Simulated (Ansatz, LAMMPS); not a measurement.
# Amorphous 31Ga2O3-69TiO2 (mol %) (116 atoms) under strain, part 5 of 5

How stiff is amorphous 31Ga2O3-69TiO2 (mol %) (116 atoms), and how do its levels respond to strain?

Ansatz 0.2.0; Kohn-Sham DFT, PBE, PAW (set soft_1), plane waves.

The cell: 20 Ga, 22 Ti and 74 O. The quench rate of 20 K/ps far exceeds what a furnace or splat quench reaches. The network of bonds at the start is that of the classical potential that made the cell. Only the Γ point is sampled.

So far. Step 10 (Stretched by 1 % along x): The relaxation converged after 5 steps, 0.0639 eV below its start, with a largest force component of 0.048 eV/Å. Step 10 (Stretched by 1 % along x): Stretched by 1 % along x: the energy stands 0.0609 eV above that of the reference, at a pressure of -0.908 GPa.

## (11) Compressed by 1 % along x

The relaxed cell is strained along x alone, which gives the stiffness along x and its coupling to y and z.

Input file input.yaml:

```yaml
crystal:
  lattice:
    - [11.30644, 0.09875, 0.19633]
    - [0.09776, 10.86927, -0.29044]
    - [0.19437, -0.29044, 11.17368]
  atoms:
    [... the 116 atom lines of step 4 ...]
kpoints:
  mp_grid: { grid: [1, 1, 1] }
hamiltonian:
  xc: pbe
  pseudopotentials: { kind: paw, azcp: { folder: soft_1 } }
scf:
  occupations: { method: fixed }
output:
  forces: true
  eigenvalues: true
  stress: true
relax:
  f_tol: 0.05
  max_steps: 70
```

Run with:

```console
ansatz run input.yaml --threads 4 --pin off --max-ram 8192MiB --backend cpu --events-out ev --progress --plain --runs-dir out
```

Numbers of over 12 decimals in the logs are rounded to 6 here.

The log of the run:

```text
[...]
Crystal: 116 atoms, lattice volume = 1371.677 Å³
Basis set: ecut = 420 eV, 26805 PW (Γ), exchange–correlation on 160×150×150 points (8 copies of the dense FFT grid, shifted against one another)
Bands: 600, of which v1, the nominal top of the filled ones, is band 484 counted from 1 (483 counted from 0)
Symmetry: 1 space group operations
[...]
k-points: 1
[...]
SCF iter   1: F=—  HF=-172760.684018 eV  |F-HF|=—  |Δ(HF+E_count)|=         —  Δρ=9.03e-2  dr2=8.13e1  ethr=3.10e-3  ⟨swp⟩=4.0  Hψ=1678  notcnv=0  defer=112
[...]
SCF iter  11: F=—  HF=-172738.445825 eV  |F-HF|=—  |Δ(HF+E_count)|=   1.65e-4  Δρ=8.21e-5  dr2=1.18e-4  ethr=5.56e-8  ⟨swp⟩=2.0  Hψ=971  notcnv=0  defer=114
SCF iter  12: F=-172738.445883 eV  HF=-172738.445863 eV  |F-HF|=1.96e-5  |Δ(HF+E_count)|=   3.79e-5  Δρ=4.13e-5  dr2=3.15e-5  ethr=6.46e-9  ⟨swp⟩=9.0  Hψ=2934  notcnv=0
SCF 1 converged in 12 iterations: F = -172738.445883 eV  dr2 = 3.15e-5
[...]
relax step   1: F+E_penalty+E_count = -172738.44588273 eV  Δ(F+E_penalty+E_count) = +0.000e0 eV  max|allowed force component| = 4.549e-1 eV/Å  Δτ_max = 0.0000 Å  (12 SCF iters, dr2 threshold 6.25e-5 eV, accepted)
[...]
relax step   2: F+E_penalty+E_count = -172738.48406082 eV  Δ(F+E_penalty+E_count) = -3.818e-2 eV  max|allowed force component| = 2.626e-1 eV/Å  Δτ_max = 0.0155 Å  (6 SCF iters, dr2 threshold 1.29e-5 eV, accepted)
[...]
relax step   3: F+E_penalty+E_count = -172738.50215065 eV  Δ(F+E_penalty+E_count) = -1.809e-2 eV  max|allowed force component| = 8.526e-2 eV/Å  Δτ_max = 0.0169 Å  (7 SCF iters, dr2 threshold 4.31e-6 eV, accepted)
relax step   4: F+E_penalty+E_count = -172738.40493587 eV  Δ(F+E_penalty+E_count) = +9.721e-2 eV  max|allowed force component| = 4.646e-1 eV/Å  Δτ_max = 0.1105 Å  (13 SCF iters, rejected (line search))
[...]
relax step   5: F+E_penalty+E_count = -172738.50968874 eV  Δ(F+E_penalty+E_count) = -7.538e-3 eV  max|allowed force component| = 3.663e-2 eV/Å  Δτ_max = 0.0281 Å  (12 SCF iters, accepted)
SCF converged after 12 iterations
Free energy (F): -172738.509689 eV
[...]
Internal energy: -172738.509689 eV  (E = F + TS)
E sigma→0 (E₀):  -172738.509689 eV
Fermi energy:    6.856904 eV
[...]
Σ components = -172738.509689   (vs F -172738.509689, Δ=0.00e0)
--- Forces (eV/Å), atoms counted from 1 ---
  atom   1  Ga    -0.00251296    -0.00837877     0.00678639
  atom   2  Ga     0.00757291     0.00427438     0.00178952
  atom   3  Ga     0.00728558     0.01746564    -0.00886551
  atom   4  Ga     0.00559243     0.00222226    -0.00711120
[...]
atom 116  O     -0.01509927    -0.00654785    -0.01713867
  max |Σ_I F_I| component: 1.48e-4 eV/Å
--- Stress (GPa, compression-positive) ---
        1.634741       0.022018      -0.120173
        0.022018       0.736093       0.048084
       -0.120173       0.048085       0.574740
  P = ⅓ Tr σ = 0.9819 GPa (9.819 kbar)
--- Band table (eV) ---
[...]
--- Relaxed structure (5 steps of the walk, 4 accepted, 0 SCFs on fresh bases) ---
  F+E_penalty+E_count = -172738.50968874 eV   max|allowed force component| = 3.663e-2 eV/Å
  atoms:
    - { symbol: Ga, position: [0.770265, 0.806291, 0.496229] }
    - { symbol: Ga, position: [0.599692, 0.323597, 0.231708] }
    - { symbol: Ga, position: [0.375076, 0.222335, 0.092181] }
    - { symbol: Ga, position: [0.066857, 0.804583, 0.538405] }
[...]
- { symbol: O, position: [0.550140, 0.949175, 0.333763] }
```

It took 1.7 min on 4 threads of AMD EPYC 9R14 (Zen 4), shared host; peak memory 2.5 GiB; 6.3 min of CPU time.

The relaxation converged after 5 steps, 0.0638 eV below its start, with a largest force component of 0.037 eV/Å.

Compressed by 1 % along x: the energy stands 0.0757 eV above that of the reference, at a pressure of 0.982 GPa.

## (12) Sheared by 2 % in xy

A shear of the relaxed cell gives the modulus that volume changes can't reach.

input.yaml, the sections that differ from step 11:

```yaml
crystal:
  lattice:
    - [11.42164, 0.21296, 0.19633]
    - [0.20744, 10.87026, -0.29044]
    - [0.19343, -0.28848, 11.17368]
  atoms:
    [... the 116 atom lines of step 4 ...]
# kpoints, hamiltonian, scf, output, relax: as in step 11
```

The log of the run:

```text
[...]
Crystal: 116 atoms, lattice volume = 1385.394 Å³
Basis set: ecut = 420 eV, 27077 PW (Γ), exchange–correlation on 160×150×150 points (8 copies of the dense FFT grid, shifted against one another)
Bands: 600, of which v1, the nominal top of the filled ones, is band 484 counted from 1 (483 counted from 0)
Symmetry: 1 space group operations
[...]
k-points: 1
[...]
SCF iter   1: F=—  HF=-172760.157145 eV  |F-HF|=—  |Δ(HF+E_count)|=         —  Δρ=8.93e-2  dr2=7.99e1  ethr=3.10e-3  ⟨swp⟩=4.0  Hψ=1670  notcnv=0  defer=112
[...]
SCF iter  12: F=-172738.420461 eV  HF=-172738.420438 eV  |F-HF|=2.32e-5  |Δ(HF+E_count)|=   3.70e-5  Δρ=4.10e-5  dr2=3.20e-5  ethr=6.46e-9  ⟨swp⟩=9.0  Hψ=2918  notcnv=0
SCF 1 converged in 12 iterations: F = -172738.420461 eV  dr2 = 3.20e-5
[...]
relax step   1: F+E_penalty+E_count = -172738.42046111 eV  Δ(F+E_penalty+E_count) = +0.000e0 eV  max|allowed force component| = 4.636e-1 eV/Å  Δτ_max = 0.0000 Å  (12 SCF iters, dr2 threshold 6.25e-5 eV, accepted)
[...]
relax step   2: F+E_penalty+E_count = -172738.47741246 eV  Δ(F+E_penalty+E_count) = -5.695e-2 eV  max|allowed force component| = 2.297e-1 eV/Å  Δτ_max = 0.0199 Å  (7 SCF iters, dr2 threshold 1.34e-5 eV, accepted)
[...]
relax step   3: F+E_penalty+E_count = -172738.50105682 eV  Δ(F+E_penalty+E_count) = -2.364e-2 eV  max|allowed force component| = 8.510e-2 eV/Å  Δτ_max = 0.0218 Å  (7 SCF iters, dr2 threshold 3.30e-6 eV, accepted)
relax step   4: F+E_penalty+E_count = -172738.25977032 eV  Δ(F+E_penalty+E_count) = +2.413e-1 eV  max|allowed force component| = 6.872e-1 eV/Å  Δτ_max = 0.2000 Å  (13 SCF iters, rejected (line search))
[...]
relax step   5: F+E_penalty+E_count = -172738.51379361 eV  Δ(F+E_penalty+E_count) = -1.274e-2 eV  max|allowed force component| = 4.853e-2 eV/Å  Δτ_max = 0.0641 Å  (13 SCF iters, accepted)
SCF converged after 13 iterations
Free energy (F): -172738.513794 eV
[...]
Internal energy: -172738.513794 eV  (E = F + TS)
E sigma→0 (E₀):  -172738.513794 eV
Fermi energy:    6.756073 eV
[...]
--- Forces (eV/Å), atoms counted from 1 ---
  atom   1  Ga    -0.00272522    -0.00004882     0.00513418
  atom   2  Ga    -0.01052362     0.00424920     0.03061336
  atom   3  Ga    -0.00737401    -0.00585555     0.00642427
  atom   4  Ga    -0.00307531    -0.01449698    -0.01185719
  atom   5  Ga    -0.02060338    -0.00108398    -0.00683101
  atom   6  Ga     0.00377725     0.01581481     0.00326108
  atom   7  Ga     0.01438369    -0.00604794     0.00713621
  atom   8  Ga     0.01251867    -0.01880851    -0.01579128
  atom   9  Ga    -0.01603971     0.01326392    -0.00937493
  atom  10  Ga    -0.02117741    -0.01306117     0.01728932
  atom  11  Ga     0.00911801     0.01964890    -0.01269593
  atom  12  Ga    -0.01050690    -0.01882990    -0.00053947
  atom  13  Ga     0.00007459     0.01793996     0.01597273
  atom  14  Ga     0.00273717     0.00030548    -0.00805863
[...]
atom 115  O      0.00030488    -0.01518175    -0.02578141
  atom 116  O      0.01255546    -0.01957748    -0.02079052
  max |Σ_I F_I| component: 3.94e-5 eV/Å
--- Stress (GPa, compression-positive) ---
       -0.003779      -0.736094       0.051754
       -0.736093      -0.291127      -0.203307
        0.051754      -0.203307      -0.070365
  P = ⅓ Tr σ = -0.1218 GPa (-1.218 kbar)
--- Band table (eV) ---
[...]
--- Relaxed structure (5 steps of the walk, 4 accepted, 0 SCFs on fresh bases) ---
  F+E_penalty+E_count = -172738.51379361 eV   max|allowed force component| = 4.853e-2 eV/Å
  atoms:
    - { symbol: Ga, position: [0.770913, 0.807728, 0.498528] }
    - { symbol: Ga, position: [0.601174, 0.324634, 0.229226] }
    - { symbol: Ga, position: [0.376140, 0.220575, 0.091863] }
    - { symbol: Ga, position: [0.065604, 0.805749, 0.538229] }
[...]
- { symbol: O, position: [0.547963, 0.948577, 0.334256] }
```

Elapsed: 1.7 min, on 4 threads; peak memory 2.5 GiB; 6.5 min of CPU time.

The relaxation converged after 5 steps, 0.0933 eV below its start, with a largest force component of 0.049 eV/Å.

Sheared by 2 % in xy: the energy stands 0.0715 eV above that of the reference, at a pressure of -0.122 GPa.

## (13) Pressure against volume

Atoms are relaxed at each volume, in the scaled cell.

```csv
volume change (%),volume (Å³/atom),energy change (meV/atom),pressure (GPa),largest move on relaxing (Å),bonds,gap (eV)
-10,10.750,26.63,8.63,1.24,232,2.85
-6,11.228,9.77,5.68,1.09,219,2.73
-3,11.586,3.42,3.08,0.21,215,2.76
+0,11.944,0.00,0.00,-,212,2.70
+3,12.303,2.69,-2.32,0.23,209,2.61
+6,12.661,10.00,-4.03,0.37,205,2.57
```

## (14) Uniaxial strain and shear

Stress (GPa, compression positive) less that of the relaxed cell, atoms relaxed:

```csv
strain,xx,yy,zz,xy,energy change (meV/atom)
stretched by 1 % along x,-1.506,-0.704,-0.519,-0.011,0.52
compressed by 1 % along x,1.613,0.753,0.573,0.016,0.65
sheared by 2 % in xy,-0.025,-0.274,-0.072,-0.742,0.62
```

## (15) Outcome

The bulk modulus, from the slope of pressure against ln V over the three points nearest the relaxed volume, is 90.1 GPa; between neighbouring points the slope runs 68, 83, 101, 79 and 59 GPa from the smallest volume up, without a steady fall, so no pressure derivative is given. The count of bonds runs from 205 to 232 over the series, so at some points contacts cross the cutoffs. At -10 % and -6 % some atom moved by over 0.5 Å on relaxing, so those points may sit in another local minimum. The gap goes from 2.85 eV at the smallest volume to 2.57 eV at the largest, -1.7 eV per unit of ln V by a straight line, not monotonically (lowest 2.57, highest 2.85 eV), on the run's k-points. In the Cartesian axes of the cell, finite differences give C11 = 156, C12 = 72.9, C13 = 54.6 and C66 = 37.1 GPa (the shear of 2 % is the engineering strain, εxy = 0.01). The mean of C11, C12 and C13, which equals the bulk modulus in a cubic or isotropic solid, is 94.5 GPa: it agrees with the bulk modulus within 10 %. For an isotropic solid C66 would equal (C11 − C12)/2 = 41.5 GPa; so small a sample needn't be isotropic, and C66 rests on one shear. With the bulk modulus and C66 as K and G, Young's modulus would be about 98 GPa and Poisson's ratio 0.32.

Caveats: Strains are finite and relaxations stop at the force tolerance of the input, which can leave moduli too stiff; they are those of a static cell at zero temperature. Volumes are changed with the cell's shape held, so in an anisotropic solid the modulus lies over the one under free hydrostatic load. The program notes that the SCF threshold of the relaxations is loose for the stress.

The DFT runs together took 43 min of wall time.

[Logs are printed without paths, hosts, clocks, repeated set-up lines and the standing remarks that a program may print on its own settings, such as how far it seeks lower states.]

[Hosts, paths, dates, database ids (printed as entryN), source tags and the programs' standing remarks are cut or masked in the printed files.]
